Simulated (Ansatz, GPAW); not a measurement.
## A 2-layer slab of Rh(111): work function by functional and basis

Wanted: work functions and dipole of a 2-layer slab of Rh(111), with the cost of each level.

Main program and level: GPAW 26.7.0 and Ansatz 0.2.0; GPAW, PAW setups; slab in vacuum, in the first sound run; inputs show where later runs differ.

## Step 1: The starting structure

The cell holds 2 atoms: 2 Rh. Its edges and angles: a = 2.687 Å, b = 2.687 Å, c = 20.194 Å, α = 90.0°, β = 90.0°, γ = 60.0°. Vacuum lies along c.

## Step 2: Relaxing the atoms

The atoms are relaxed first, since the surface dipole, and with it the work function, follows the positions of the outer layers. The lowest 1 atoms are held at bulk positions and keep their forces.

Input file run.py:

```python
import json
import numpy as np
from ase import Atoms
from ase.constraints import FixAtoms
from ase.optimize import BFGS
from gpaw import GPAW, PW

slab = Atoms(
    ['Rh', 'Rh'],
    positions=[
        [2.68701, 1.55134, 9.00000],
        [0.00000, 0.00000, 11.19393]],
    cell=[[2.68701, 0.0, 0.0], [1.3435, 2.32702, 0.0], [0.0, 0.0, 20.19393]],
    pbc=[True, True, False])

slab.calc = GPAW(mode=PW(400), xc='PBE', kpts={'size': (13, 13, 1), 'gamma': True},
                 occupations={'name': 'fermi-dirac', 'width': 0.1}, nbands='140%',
                 convergence={'density': 0.0001}, maxiter=200,
                 poissonsolver={'dipolelayer': 'xy'},
                 symmetry={'tolerance': 1e-3}, txt='slab.txt')
result = {}
slab.set_constraint(FixAtoms([0]))
path = []
opt = BFGS(slab, maxstep=0.2)
opt.attach(lambda: path.append((slab.get_potential_energy(), slab.positions.tolist(), slab.get_forces().tolist())))
result['relaxed'] = bool(opt.run(fmax=0.05, steps=30))
result['path'] = path
energy = slab.get_potential_energy()
fermi = slab.calc.get_fermi_level()
v = slab.calc.get_electrostatic_potential().mean((0, 1)) - fermi
n = slab.calc.get_pseudo_density().mean((0, 1))
L = slab.cell[2, 2]
z = np.arange(len(v)) * L / len(v)
low, high = slab.positions[:, 2].min(), slab.positions[:, 2].max()
below, above = np.interp([low - 6.8, high + 6.8], z, v)
slopes = [np.interp(x, z, np.gradient(v, z)) for x in (low - 6.8, high + 6.8)]
eps = np.array([[slab.calc.get_eigenvalues(k, s) for k in range(len(slab.calc.get_ibz_k_points()))]
                for s in range(slab.calc.get_number_of_spins())]) - fermi
top, bottom = eps[eps < 0].max(), eps[eps > 0].min()
dipole = slab.get_dipole_moment()[2]
print(f'energy {energy:.4f} eV, Fermi level {fermi:.4f} eV, dipole {dipole:.5f} e A')
print(f'potential 6.8 A off the faces, from the Fermi level: lower {below:.4f} eV, upper {above:.4f} eV')
print(f'slope of the potential there: lower {slopes[0]:.5f}, upper {slopes[1]:.5f} eV/A')
print(f'nearest levels on the mesh: {top:.4f} and {bottom:.4f} eV')
print('magnetic moment', round(slab.get_magnetic_moment(), 3))
result.update(energy=energy, fermi=fermi, dipole=dipole, below=below, above=above, slopes=slopes, edges=[top, bottom],
              z=z.tolist(), v=v.tolist(), n=n.tolist(), positions=slab.positions.tolist(),
              forces=slab.get_forces(apply_constraint=False).tolist(), moments=slab.get_magnetic_moments().tolist())
json.dump(result, open('result.json', 'w'))
```

Run with:

```bash
$ OMP_NUM_THREADS=1 OPENBLAS_NUM_THREADS=2 python run.py
```

Output:

```text
Step          Energy          fmax
BFGS:    0      -13.078108        0.234584
BFGS:    1      -13.078855        0.213745
BFGS:    2      -13.081611        0.056130
BFGS:    3      -13.081799        0.004216
energy -13.0162 eV, Fermi level -1.4550 eV, dipole 0.00002 e A
potential 6.8 A off the faces, from the Fermi level: lower 5.1660 eV, upper 5.1647 eV
slope of the potential there: lower -0.00004, upper 0.00009 eV/A
nearest levels on the mesh: -0.0125 and 0.0053 eV
magnetic moment 0.0
```

It took 61 s on 2 threads of Arm Neoverse V2, shared host; peak memory 0.17 GiB.

The steps of the relaxation:

```csv
step,energy less that of the first step (eV),largest force (eV/Å)
1,0.0000,0.2346
2,-0.0008,0.2137
3,-0.0045,0.0561
4,-0.0045,0.0042
```

The atoms that moved most (Å):

```csv
atom,dx,dy,dz,length
Rh2,0.000,0.000,-0.031,0.031
```

The relaxed structure:

```cif
data_structure
_symmetry_space_group_name_H-M 'P 1'
_symmetry_Int_Tables_number 1
_cell_length_a 2.6870
_cell_length_b 2.6870
_cell_length_c 20.1939
_cell_angle_alpha 90.000
_cell_angle_beta 90.000
_cell_angle_gamma 60.000
_cell_volume 126.27
loop_
_atom_site_label
_atom_site_type_symbol
_atom_site_fract_x
_atom_site_fract_y
_atom_site_fract_z
_atom_site_occupancy
Rh1 Rh 0.66667 0.66667 0.44568 1
Rh2 Rh 0.00000 0.00000 0.55281 1
```

Numbers from this step:

```
dipole along the normal                    : 2.21e-5 e·Å
levels nearest the Fermi level on the mesh : -0.01253, 0.005336 eV from the Fermi level
upper work function                        : 5.165 eV
lower work function                        : 5.166 eV
```

Table of electrostatic potential energy of an electron (without an applied field's), less the Fermi level, planar mean by z:

```csv
z (Å),"electrostatic potential energy of an electron (without an applied field's), less the Fermi level, planar mean (eV)"
0.0,5.17
0.5,5.17
1.0,5.17
1.5,5.17
2.0,5.17
2.5,5.17
3.0,5.17
3.5,5.17
4.0,5.17
4.5,5.17
5.0,5.16
5.5,5.16
6.0,5.14
6.5,5.08
7.0,4.85
7.5,3.99
8.0,0.673
8.5,-11.5
9.0,-25.7
9.5,-11.8
10.0,-0.955
10.5,-6.41
11.0,-23.7
11.5,-17.8
12.0,-1.87
12.5,3.35
13.0,4.68
13.5,5.04
14.0,5.13
14.5,5.16
15.0,5.16
15.5,5.16
16.0,5.16
16.5,5.16
17.0,5.16
17.5,5.16
18.0,5.16
18.5,5.16
19.0,5.16
19.5,5.16
20.0,5.17
```

Pseudo valence density, planar mean against z:

z (Å), pseudo valence density, planar mean (e/Å³) and a bar:
```
        5       0.00 
        6       0.00 
        7       0.01 
        8       0.19 ##
        9       2.49 ##############################
       10       0.36 ####
       11       2.16 ##########################
       12       0.31 ####
       13       0.02 
       14       0.00 
       15       0.00
```

The relaxation lowered the energy of the cell by 0.00450 eV (energies extrapolated to zero smearing; the optimiser's log prints free energies). The largest force left on a free atom is 0.0042 eV/Å.

## Step 3: The slab's potential

The work function is the vacuum plateau of the electrostatic potential less the Fermi level; a dipole layer lets the two faces have plateaus of their own.

Edit run.py of step 2 so:

```diff
@@ -3,4 +3,2 @@
 from ase import Atoms
-from ase.constraints import FixAtoms
-from ase.optimize import BFGS
 from gpaw import GPAW, PW
@@ -11,3 +9,3 @@
         [2.68701, 1.55134, 9.00000],
-        [0.00000, 0.00000, 11.19393]],
+        [0.00000, 0.00000, 11.16335]],
     cell=[[2.68701, 0.0, 0.0], [1.3435, 2.32702, 0.0], [0.0, 0.0, 20.19393]],
@@ -17,3 +15,3 @@
                  occupations={'name': 'fermi-dirac', 'width': 0.1}, nbands='140%',
-                 convergence={'density': 0.0001}, maxiter=200,
+                 convergence={'density': 1e-05}, maxiter=200,
                  poissonsolver={'dipolelayer': 'xy'},
@@ -21,8 +19,2 @@
 result = {}
-slab.set_constraint(FixAtoms([0]))
-path = []
-opt = BFGS(slab, maxstep=0.2)
-opt.attach(lambda: path.append((slab.get_potential_energy(), slab.positions.tolist(), slab.get_forces().tolist())))
-result['relaxed'] = bool(opt.run(fmax=0.05, steps=30))
-result['path'] = path
 energy = slab.get_potential_energy()
```

Output:

```text
energy -13.0162 eV, Fermi level -1.4552 eV, dipole -0.00006 e A
potential 6.8 A off the faces, from the Fermi level: lower 5.1656 eV, upper 5.1657 eV
slope of the potential there: lower -0.00003, upper 0.00008 eV/A
nearest levels on the mesh: -0.0125 and 0.0053 eV
magnetic moment 0.0
```

Elapsed: 18 s, on 2 threads; peak memory 0.17 GiB.

This step gave:

```yaml
dipole_along_the_normal: -5.97e-5 e·Å
levels_nearest_the_fermi_level_on_the_mesh: -0.01254, 0.005343 eV from the Fermi level
upper_work_function: 5.166 eV
```

Table of electrostatic potential energy of an electron (without an applied field's), less the Fermi level, planar mean by z:

```csv
z (Å),"electrostatic potential energy of an electron (without an applied field's), less the Fermi level, planar mean (eV)"
0,5.17
1,5.17
2,5.17
3,5.17
4,5.17
5,5.16
6,5.14
7,4.85
8,0.672
9,-25.7
10,-0.955
11,-23.7
12,-1.87
13,4.69
14,5.13
15,5.16
16,5.17
17,5.17
18,5.17
19,5.17
20,5.17
```

Table of pseudo valence density, planar mean by z:

z (Å), pseudo valence density, planar mean (e/Å³) and a bar:
```
     0.00       0.00 
     0.63       0.00 
     1.05       0.00 
     1.68       0.00 
     2.10       0.00 
     2.73       0.00 
     3.16       0.00 
     3.79       0.00 
     4.42       0.00 
     4.84       0.00 
     5.47       0.00 
     5.89       0.00 
     6.52       0.00 
     6.94       0.01 
     7.57       0.06 #
     8.20       0.35 #####
     8.62       1.31 ##################
     9.26       1.84 ##########################
     9.68       0.54 ########
    10.31       0.40 ######
    10.73       1.07 ###############
    11.36       2.12 ##############################
    11.78       0.58 ########
    12.41       0.09 #
    13.04       0.02 
    13.46       0.01 
    14.09       0.00 
    14.51       0.00 
    15.15       0.00 
    15.57       0.00 
    16.20       0.00 
    16.83       0.00 
    17.25       0.00 
    17.88       0.00 
    18.30       0.00 
    18.93       0.00 
    19.35       0.00 
    19.98       0.00
```

The potential is flat to 8.3e-5 eV/Å where it is read, so the vacuum is wide enough.

## Step 4: Self-consistent run

The same geometry under BLYP, to see how far the functional moves the levels against the vacuum.

Edit run.py of step 3 so:

```diff
@@ -13,3 +13,3 @@
 
-slab.calc = GPAW(mode=PW(400), xc='PBE', kpts={'size': (13, 13, 1), 'gamma': True},
+slab.calc = GPAW(mode=PW(400), xc='BLYP', kpts={'size': (13, 13, 1), 'gamma': True},
                  occupations={'name': 'fermi-dirac', 'width': 0.1}, nbands='140%',
```

Output:

```text
FileNotFoundError: Could not find required PAW dataset file "Rh.BLYP".
```

It took 0.55 s on 2 threads; peak memory 0.1 GiB.

The input was rejected at the start.

The program's message: “FileNotFoundError: Could not find required PAW dataset file "Rh.BLYP".”

## Step 5: Self-consistent run: xc = "RPBE"

The same geometry under RPBE, to see how far the functional moves the levels against the vacuum.

Edit run.py of step 4 so:

```diff
@@ -13,3 +13,3 @@
 
-slab.calc = GPAW(mode=PW(400), xc='BLYP', kpts={'size': (13, 13, 1), 'gamma': True},
+slab.calc = GPAW(mode=PW(400), xc='RPBE', kpts={'size': (13, 13, 1), 'gamma': True},
                  occupations={'name': 'fermi-dirac', 'width': 0.1}, nbands='140%',
```

Output:

```text
energy -11.9028 eV, Fermi level -1.3071 eV, dipole -0.00005 e A
potential 6.8 A off the faces, from the Fermi level: lower 4.9974 eV, upper 4.9972 eV
slope of the potential there: lower -0.00003, upper 0.00008 eV/A
nearest levels on the mesh: -0.0159 and 0.0081 eV
magnetic moment 0.0
```

Run time: 18 s. Hardware: 2 threads; peak memory 0.17 GiB.

Numbers from this step:

* dipole along the normal: -4.82e-5 e·Å
* levels nearest the Fermi level on the mesh: -0.01590, 0.008145 eV from the Fermi level
* upper work function: 4.997 eV
* lower work function: 4.997 eV

The electrostatic potential energy of an electron (without an applied field's), less the Fermi level, planar mean by z:

```csv
z (Å),"electrostatic potential energy of an electron (without an applied field's), less the Fermi level, planar mean (eV)"
0.0,5.00
0.5,5.00
1.0,5.00
1.5,5.00
2.0,5.00
2.5,5.00
3.0,5.00
3.5,5.00
4.0,5.00
4.5,5.00
5.0,5.00
5.5,4.99
6.0,4.97
6.5,4.91
7.0,4.68
7.5,3.83
8.0,0.550
8.5,-11.6
9.0,-25.8
9.5,-11.9
10.0,-1.06
10.5,-6.50
11.0,-23.7
11.5,-17.9
12.0,-1.98
12.5,3.20
13.0,4.51
13.5,4.86
14.0,4.96
14.5,4.99
15.0,4.99
15.5,5.00
16.0,5.00
16.5,5.00
17.0,5.00
17.5,5.00
18.0,5.00
18.5,5.00
19.0,5.00
19.5,5.00
20.0,5.00
```

The pseudo valence density, planar mean by z:

```csv
z (Å),"pseudo valence density, planar mean (e/Å³)"
5.5,2.5e-4
6.0,9.1e-4
6.5,0.00317
7.0,0.0121
7.5,0.0473
8.0,0.194
8.5,0.913
9.0,2.50
9.5,0.901
10.0,0.358
10.5,0.564
11.0,2.16
11.5,1.49
12.0,0.311
12.5,0.0752
13.0,0.0187
13.5,0.00488
14.0,0.00138
14.5,3.8e-4
15.0,1.1e-4
```

Force by atom:

```csv
atom,x (eV/Å),y (eV/Å),z (eV/Å),size
Rh1,0.000,0.000,-0.227,0.227
Rh2,0.000,0.000,0.227,0.227
```

The upper face's work function is 4.997 eV, against 5.166 eV in the first plane-wave PBE run at this geometry.

## Step 6: Self-consistent run: xc = "LDA"

The same geometry under LDA, to see how far the functional moves the levels against the vacuum.

Edit run.py of step 5 so:

```diff
@@ -13,3 +13,3 @@
 
-slab.calc = GPAW(mode=PW(400), xc='RPBE', kpts={'size': (13, 13, 1), 'gamma': True},
+slab.calc = GPAW(mode=PW(400), xc='LDA', kpts={'size': (13, 13, 1), 'gamma': True},
                  occupations={'name': 'fermi-dirac', 'width': 0.1}, nbands='140%',
```

Output:

```text
energy -15.3965 eV, Fermi level -1.8131 eV, dipole -0.00006 e A
potential 6.8 A off the faces, from the Fermi level: lower 5.5427 eV, upper 5.5430 eV
slope of the potential there: lower -0.00003, upper 0.00009 eV/A
nearest levels on the mesh: -0.0017 and 0.0268 eV
magnetic moment 0.0
```

The job ended after 17 s (2 threads; peak memory 0.16 GiB).

This step gave:

```
dipole along the normal                    : -6.26e-5 e·Å
levels nearest the Fermi level on the mesh : -0.001672, 0.02685 eV from the Fermi level
upper work function                        : 5.543 eV
lower work function                        : 5.543 eV
```

The upper face's work function is 5.543 eV, against 5.166 eV in the first plane-wave PBE run at this geometry.

## Step 7: Self-consistent run: xc = "vdW-DF2"

The same geometry under vdW-DF2, to see how far the functional moves the levels against the vacuum (the van der Waals functionals take revPBE setups).

Edit run.py of step 6 so:

```diff
@@ -13,3 +13,3 @@
 
-slab.calc = GPAW(mode=PW(400), xc='LDA', kpts={'size': (13, 13, 1), 'gamma': True},
+slab.calc = GPAW(mode=PW(400), xc='vdW-DF2', kpts={'size': (13, 13, 1), 'gamma': True},
                  occupations={'name': 'fermi-dirac', 'width': 0.1}, nbands='140%',
```

Output:

```text
energy -189.2709 eV, Fermi level -1.6419 eV, dipole -0.00008 e A
potential 6.8 A off the faces, from the Fermi level: lower 5.4531 eV, upper 5.4538 eV
slope of the potential there: lower -0.00005, upper 0.00012 eV/A
nearest levels on the mesh: -0.0145 and 0.0043 eV
magnetic moment 0.0
```

Run time: 23 s. Hardware: 2 threads; peak memory 0.27 GiB.

This step gave:

| Quantity | Value |
| --- | --- |
| dipole along the normal | -7.57e-5 e·Å |
| levels nearest the Fermi level on the mesh | -0.01453, 0.004338 eV from the Fermi level |
| upper work function | 5.454 eV |
| lower work function | 5.453 eV |

Electrostatic potential energy of an electron (without an applied field's), less the Fermi level, planar mean against z:

```csv
z (Å),"electrostatic potential energy of an electron (without an applied field's), less the Fermi level, planar mean (eV)"
0,5.45
1,5.45
2,5.45
3,5.45
4,5.45
5,5.45
6,5.42
7,5.06
8,0.662
9,-25.7
10,-1.36
11,-23.7
12,-1.89
13,4.86
14,5.40
15,5.45
16,5.45
17,5.45
18,5.45
19,5.45
20,5.45
```

The upper face's work function is 5.454 eV, against 5.166 eV in the first plane-wave PBE run at this geometry.

## Step 8: Real-space grid: mode = "fd"

A real-space grid is a second complete basis, so it checks the plane-wave result.

Edit run.py of step 7 so:

```diff
@@ -3,3 +3,3 @@
 from ase import Atoms
-from gpaw import GPAW, PW
+from gpaw import GPAW
 
@@ -13,3 +13,3 @@
 
-slab.calc = GPAW(mode=PW(400), xc='vdW-DF2', kpts={'size': (13, 13, 1), 'gamma': True},
+slab.calc = GPAW(mode='fd', h=0.18, xc='PBE', kpts={'size': (13, 13, 1), 'gamma': True},
                  occupations={'name': 'fermi-dirac', 'width': 0.1}, nbands='140%',
```

Output:

```text
energy -13.1633 eV, Fermi level -5.1654 eV, dipole -0.00008 e A
potential 6.8 A off the faces, from the Fermi level: lower 5.1654 eV, upper 5.1655 eV
slope of the potential there: lower -0.00000, upper 0.00000 eV/A
nearest levels on the mesh: -0.0115 and 0.0039 eV
magnetic moment 0.0
```

The job ended after 69 s (2 threads; peak memory 0.34 GiB).

This step gave:

```yaml
dipole_along_the_normal: -7.63e-5 e·Å
levels_nearest_the_fermi_level_on_the_mesh: -0.01147, 0.003870 eV from the Fermi level
upper_work_function: 5.165 eV
lower_work_function: 5.165 eV
```

Table of electrostatic potential energy of an electron (without an applied field's), less the Fermi level, planar mean by z:

```csv
z (Å),"electrostatic potential energy of an electron (without an applied field's), less the Fermi level, planar mean (eV)"
0.0,5.17
0.5,5.17
1.0,5.17
1.5,5.17
2.0,5.17
2.5,5.17
3.0,5.17
3.5,5.17
4.0,5.17
4.5,5.16
5.0,5.16
5.5,5.16
6.0,5.14
6.5,5.08
7.0,4.85
7.5,3.99
8.0,0.660
8.5,-11.5
9.0,-25.8
9.5,-11.8
10.0,-0.944
10.5,-6.42
11.0,-23.8
11.5,-17.8
12.0,-1.86
12.5,3.35
13.0,4.69
13.5,5.04
14.0,5.13
14.5,5.16
15.0,5.16
15.5,5.16
16.0,5.17
16.5,5.17
17.0,5.17
17.5,5.17
18.0,5.17
18.5,5.17
19.0,5.17
19.5,5.17
20.0,5.17
```

The upper face's work function is 5.165 eV, against 5.166 eV in the first plane-wave PBE run at this geometry.

## Step 9: Atomic orbitals: mode = "lcao"

Atom-centred orbitals end a few angstrom from the surface, which tests how much the density's tail matters.

Edit run.py of step 8 so:

```diff
@@ -13,4 +13,4 @@
 
-slab.calc = GPAW(mode='fd', h=0.18, xc='PBE', kpts={'size': (13, 13, 1), 'gamma': True},
-                 occupations={'name': 'fermi-dirac', 'width': 0.1}, nbands='140%',
+slab.calc = GPAW(mode='lcao', basis='dzp', h=0.18, xc='PBE', kpts={'size': (13, 13, 1), 'gamma': True},
+                 occupations={'name': 'fermi-dirac', 'width': 0.1}, nbands='120%',
                  convergence={'density': 1e-05}, maxiter=200,
```

Output:

```text
energy -12.3032 eV, Fermi level -5.1863 eV, dipole -0.00007 e A
potential 6.8 A off the faces, from the Fermi level: lower 5.1863 eV, upper 5.1862 eV
slope of the potential there: lower -0.00000, upper 0.00000 eV/A
nearest levels on the mesh: -0.0096 and 0.0115 eV
magnetic moment 0.0
```

Run time: 3 min. Hardware: 2 threads; peak memory 0.22 GiB.

Numbers from this step:

```
dipole along the normal                    : -7.00e-5 e·Å
levels nearest the Fermi level on the mesh : -0.009558, 0.01149 eV from the Fermi level
upper work function                        : 5.186 eV
lower work function                        : 5.186 eV
```

The upper face's work function is 5.186 eV, against 5.166 eV in the first plane-wave PBE run at this geometry.

## Step 10: All levels side by side

Times are for 2 threads of Arm Neoverse V2, shared host. The series side by side:

```csv
no.,run,upper work function (eV),time,memory (GiB)
1,pw,5.166,18 s,0.17
2,RPBE,4.997,18 s,0.17
3,LDA,5.543,17 s,0.16
4,vdW DF2,5.454,23 s,0.27
5,fd,5.165,69 s,0.34
6,lcao,5.186,3 min,0.22
```

(Part 1 of 2 ends here.)

[Logs are printed without paths, hosts, clocks, repeated set-up lines and the standing remarks that a program may print on its own settings, such as how far it seeks lower states.]

[Hosts, paths, dates, database ids (printed as entryN), source tags and the programs' standing remarks are cut or masked in the printed files.]
